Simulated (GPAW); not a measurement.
# Dielectric function and optical constants of KTaO3, part 2 of 2

Aim: the dielectric function of KTaO3, and the optical constants that follow from it.

GPAW 26.7.0; DFT, PBE, plane-wave PAW (GPAW data sets), scalar-relativistic, RPA, optical limit.

So far. Step 2 (Ground state): There is a gap, 2.18 eV on this mesh (points off the mesh can give less), so no carriers' term is needed.

**4. Dielectric function, RPA**

Local fields let the induced charge screen the field inside the cell, which as a rule lowers ε, most along directions where the density is uneven.

This step: DFT, PBE, plane-wave PAW (GPAW data sets), scalar-relativistic, RPA, optical limit (GPAW 26.7.0).

df.py reads:

```python
from gpaw.response.df import DielectricFunction

df = DielectricFunction('full.gpw', frequencies={'type': 'nonlinear', 'domega0': 0.03, 'omega2': 8},
                        ecut=50,
                        eta=0.15,
                        nbands=50,
                        txt='df.txt')
for direction in ['x']:
    df.get_dielectric_function(xc='RPA', direction=direction, filename=f'df_{direction}.csv')
```

Started as:

```console
$ OMP_NUM_THREADS=1 python df.py
```

Numbers of over 12 decimals in the logs are rounded to 6 here.

What it wrote:

```text
Using integrator: PointIntegrator
NonLinearFrequencyDescriptor(from 0.000 to 98.221 eV, 539 points)
Nonperiodic BCs:  [False False False]
Using integrator: PointIntegrator
NonLinearFrequencyDescriptor(from 0.000 to 98.221 eV, 539 points)
Nonperiodic BCs:  [False False False]

Calculating chi0 body with:
    Ground state adapter containing:
    Number of spins: 1
    Number of kpoints: 343
    Number of irreducible kpoints: 20
    Number of completely occupied states: 20
    Number of partially occupied states: 20

    Linear response parametrization:
    q_c: [0.0, 0.0, 0.0]
    Number of frequency points: 539
    Planewave cutoff: 50.0
    Number of bands: 50
    Number of planewaves: 57
    Broadening (eta): 0.15

Integrating chi0 body.

Symmetries of q_c:
    Direct symmetries (Uq -> q): 48
    Indirect symmetries (TUq -> q): 0
In total 48 allowed symmetries.

20 groups of equivalent kpoints. 94.169096% reduction.

Integral kind: spectral function

Calculating chi0 optical extensions with:
    Ground state adapter containing:
    Number of spins: 1
    Number of kpoints: 343
    Number of irreducible kpoints: 20
    Number of completely occupied states: 20
    Number of partially occupied states: 20

    Linear response parametrization:
    Number of frequency points: 539
    Planewave cutoff: 50.0
    Number of bands: 50
    Number of planewaves: 57
    Broadening (eta): 0.15
Integrating chi0 head and wings.

Symmetries of q_c:
    Direct symmetries (Uq -> q): 48
    Indirect symmetries (TUq -> q): 0
In total 48 allowed symmetries.

20 groups of equivalent kpoints. 94.169096% reduction.

Integral kind: spectral function wings
```

Elapsed: 7.9 s, on 1 thread of AMD EPYC 9R14 (Zen 4), shared host; peak memory 0.34 GiB.

This step gave:

```
electronic dielectric constant ε∞, mean over x, y and z (by symmetry where fewer were run) : 4.780
```

Some rows of df_x.csv (energy; Re and Im without local fields; Re and Im with them):

```text
0.000000, 4.960826, 0.000000, 4.780202, 0.000000
0.429336, 4.984074, 0.016518, 4.801971, 0.015459
0.878195, 5.061687, 0.036388, 4.874539, 0.033978
1.347938, 5.215755, 0.064686, 5.018120, 0.060135
1.840057, 5.498469, 0.115740, 5.280023, 0.106761
2.356191, 6.072272, 0.262733, 5.806038, 0.238928
2.898142, 7.003870, 1.706853, 6.667893, 1.523212
3.467895, 6.525064, 1.482960, 6.204883, 1.310893
4.067647, 6.288638, 7.041410, 6.712700, 6.194882
4.699832, 3.771805, 2.250258, 3.763044, 2.150296
5.367152, 3.011233, 6.920003, 4.191828, 6.789776
6.072622, 1.484906, 4.842327, 2.115690, 5.265972
6.819608, 1.357904, 0.956280, 0.875174, 1.318986
7.611886, 3.050911, 1.821059, 2.683712, 1.909820
8.453705, 2.831896, 2.561855, 2.516212, 2.662287
9.349861, 1.955437, 3.961481, 1.599761, 4.026819
10.305790, 0.989173, 3.127378, 0.711762, 3.121590
11.327680, 0.163501, 2.095119, -0.285221, 2.025622
12.422601, 0.888695, 2.023596, 0.565176, 1.657232
13.598673, 0.913043, 1.687059, 0.756858, 1.471185
```

The Im ε, E ∥ x has structure finer than the step of the table below, so its rows give means over 0.5 eV, whole bins alone (the curve runs from 0 to 14.0 eV). Peaks (eV: height): 3.14: 2.20, 4.11: 6.46, 5.37: 6.79, 6.12: 5.35, 8.33: 3.15, 9.22: 4.60, 10.81: 4.78.

Sum at mesh points, not converged in k; values under the direct gap are tails of Lorentzian lines. The Im ε, E ∥ x by photon energy; means over each step:

```
photon energy (eV)  Im ε, E ∥ x
               0.5       0.0183
               1.0       0.0402
               1.5       0.0726
               2.0        0.136
               2.5        0.398
               3.0         1.74
               3.5         1.53
               4.0         4.79
               4.5         3.62
               5.0         3.27
               5.5         5.66
               6.0         4.63
               6.5         2.93
               7.0         1.19
               7.5         1.68
               8.0         2.03
               8.5         2.64
               9.0         3.87
               9.5         3.86
              10.0         3.77
              10.5         3.35
              11.0         3.63
              11.5         1.98
              12.0         1.65
              12.5         1.62
              13.0         1.61
              13.5         1.56
```

Sum at mesh points, not converged in k. The reflectivity at normal incidence, E ∥ x by photon energy; read off at these points:

```
photon energy (eV)  reflectivity at normal incidence, E ∥ x (%)
             0.000                                         13.9
             0.250                                         13.9
             0.500                                         14.0
             0.750                                         14.1
             1.000                                         14.3
             1.250                                         14.5
             1.500                                         14.9
             1.750                                         15.3
             2.000                                         15.9
             2.250                                         16.7
             2.500                                         17.9
             2.750                                         19.6
             3.000                                         20.2
             3.250                                         17.7
             3.500                                         19.3
             3.750                                         22.7
             4.000                                         28.0
             4.112                                         28.6
             4.250                                         26.4
             4.500                                         17.1
             4.750                                         14.7
             5.000                                         20.3
             5.250                                         26.5
             5.416                                         29.4
             5.500                                         28.6
             5.750                                         19.9
             6.000                                         23.7
             6.250                                         28.4
             6.500                                         22.4
             6.750                                         11.6
             7.000                                         4.89
             7.250                                         7.86
             7.500                                         10.6
             7.750                                         10.1
             8.000                                         11.7
             8.250                                         16.4
             8.500                                         13.1
             8.750                                         15.3
             9.000                                         20.6
             9.218                                         23.0
             9.250                                         22.8
             9.500                                         19.4
             9.750                                         20.3
            10.000                                         21.6
            10.250                                         21.5
            10.500                                         16.8
            10.750                                         24.6
            11.000                                         33.6
            11.250                                         28.0
            11.500                                         20.8
            11.750                                         18.6
            12.000                                         14.5
            12.250                                         12.5
            12.500                                         12.5
            12.750                                         11.1
            13.000                                         10.7
            13.250                                         12.1
            13.500                                         10.4
            13.750                                         11.0
```

The loss function −Im 1/ε at q → 0, E ∥ x has structure finer than the step of the table below, so its rows give means over 0.5 eV, whole bins alone (the curve runs from 0 to 14.0 eV). Peaks (eV: height): 4.52: 0.190, 6.76: 0.559, 10.38: 0.310, 11.94: 0.596.

Sum at mesh points, not converged in k; values under the direct gap are tails of Lorentzian lines. Table of loss function −Im 1/ε at q → 0, E ∥ x by energy loss; means over each step:

energy loss (eV), loss function −Im 1/ε at q → 0, E ∥ x and a bar:
```
      0.5      0.001 
      1.0      0.002 
      1.5      0.003 
      2.0      0.005 
      2.5      0.010 
      3.0      0.041 ##
      3.5      0.037 ##
      4.0      0.066 ###
      4.5      0.152 ########
      5.0      0.078 ####
      5.5      0.148 ########
      6.0      0.175 #########
      6.5      0.366 ###################
      7.0      0.314 ################
      7.5      0.164 ########
      8.0      0.136 #######
      8.5      0.166 ########
      9.0      0.145 #######
      9.5      0.216 ###########
     10.0      0.240 ############
     10.5      0.264 ##############
     11.0      0.275 ##############
     11.5      0.502 ##########################
     12.0      0.584 ##############################
     12.5      0.554 ############################
     13.0      0.527 ###########################
     13.5      0.542 ############################
```

The Im ε, E ∥ x has structure finer than the step of the table below, so its rows give means over 0.25 eV, whole bins alone (the curve runs from 0 to 14.0 eV). Peaks (eV: height): without local fields 3.139: 2.42, 4.112: 7.12, 5.367: 6.92, 6.073: 4.84, 8.330: 3.04, 9.218: 4.48, 10.808: 4.70; with local fields 3.139: 2.20, 4.112: 6.46, 5.367: 6.79, 6.125: 5.35, 8.330: 3.15, 9.218: 4.60, 10.808: 4.78.

Sum at mesh points, not converged in k; values under the direct gap are tails of Lorentzian lines. The Im ε, E ∥ x by photon energy; means over each step:

```
photon energy (eV)  without local fields  with local fields
              0.25               0.00950            0.00890
              0.50                0.0194             0.0182
              0.75                0.0303             0.0283
              1.00                0.0428             0.0400
              1.25                0.0579             0.0539
              1.50                0.0773             0.0717
              1.75                 0.104             0.0961
              2.00                 0.145              0.133
              2.25                 0.217              0.198
              2.50                 0.389              0.351
              2.75                  1.01              0.902
              3.00                  2.08               1.87
              3.25                  2.01               1.82
              3.50                  1.59               1.40
              3.75                  2.61               2.16
              4.00                  6.06               5.18
              4.25                  6.05               5.81
              4.50                  3.46               3.44
              4.75                  2.33               2.19
              5.00                  3.50               3.03
              5.25                  6.20               5.58
              5.50                  5.65               6.03
              5.75                  3.69               4.03
              6.00                  4.51               4.81
              6.25                  3.76               4.62
              6.50                  2.08               2.84
              6.75                  1.16               1.63
              7.00                 0.839               1.09
              7.25                  1.07               1.30
              7.50                  1.62               1.76
              7.75                  1.69               1.76
              8.00                  1.84               1.89
              8.25                  2.75               2.85
              8.50                  2.44               2.52
              8.75                  2.63               2.67
              9.00                  3.91               4.00
              9.25                  4.29               4.39
              9.50                  3.65               3.72
              9.75                  3.74               3.76
             10.00                  3.90               3.85
             10.25                  3.40               3.37
             10.50                  3.10               3.11
             10.75                  4.30               4.35
             11.00                  3.69               3.72
             11.25                  2.31               2.25
             11.50                  2.09               2.00
             11.75                  1.97               1.80
             12.00                  1.91               1.62
             12.25                  1.96               1.62
             12.50                  2.00               1.65
             12.75                  1.94               1.56
             13.00                  2.00               1.61
             13.25                  1.94               1.66
             13.50                  1.70               1.50
             13.75                  1.92               1.68
```

From ε follow the optical constants at some laser and lamp lines:

```
wavelength (nm)     n      k  R (%)     1/α
           1550  2.20  0.007   14.1   18 µm
            800  2.26  0.017   14.9  3.8 µm
            633  2.32  0.027   15.8  1.9 µm
            405  2.54  0.411   20.0   78 nm
            308  2.89  0.991   28.3   25 nm
            248  2.47  0.591   20.3   33 nm
            193  1.28  1.274   25.0   12 nm
```

Below the direct gap, k and the depth come from the tails of the Lorentzian lines, not from transitions.

Rows near the edge hang on the gap, which this functional as a rule makes too small, and phonon-assisted absorption is left out.

**5. Results**

```
electronic dielectric constant ε∞, mean over x, y and z (by symmetry where fewer were run) (RPA) : 4.78
```

In words: At this level (PBE, RPA) KTaO3 has ε∞ = 4.78 and n = 2.20 at 1550 nm. On the mesh the gap is 2.24 eV and the least direct gap 2.80 eV, so on this mesh the band edges lie at different points. Local fields change the static value along x from 4.96 to 4.78 (-4 %). Excitons and phonon-assisted transitions are missing; PBE gaps are as a rule too small, which pulls the onset down and ε∞ up. Spin-orbit coupling is left out although heavy atoms are present. In this version of GPAW the matrix elements of the optical limit are incomplete, which can lower ε − 1 by up to a tenth where first-row anions or d states rule, and shift it by more in d metals. The sum runs over mesh points 0.23 Å⁻¹ apart with no interpolation, so peaks are partly noise of the mesh and static values carry its error.

[Machine, clock and banner lines and Python warnings are left out of the logs.]

[Logs are printed without paths, hosts, clocks, repeated set-up lines and the standing remarks that a program may print on its own settings, such as how far it seeks lower states.]

[Hosts, paths, dates, database ids (printed as entryN), source tags and the programs' standing remarks are cut or masked in the printed files.]
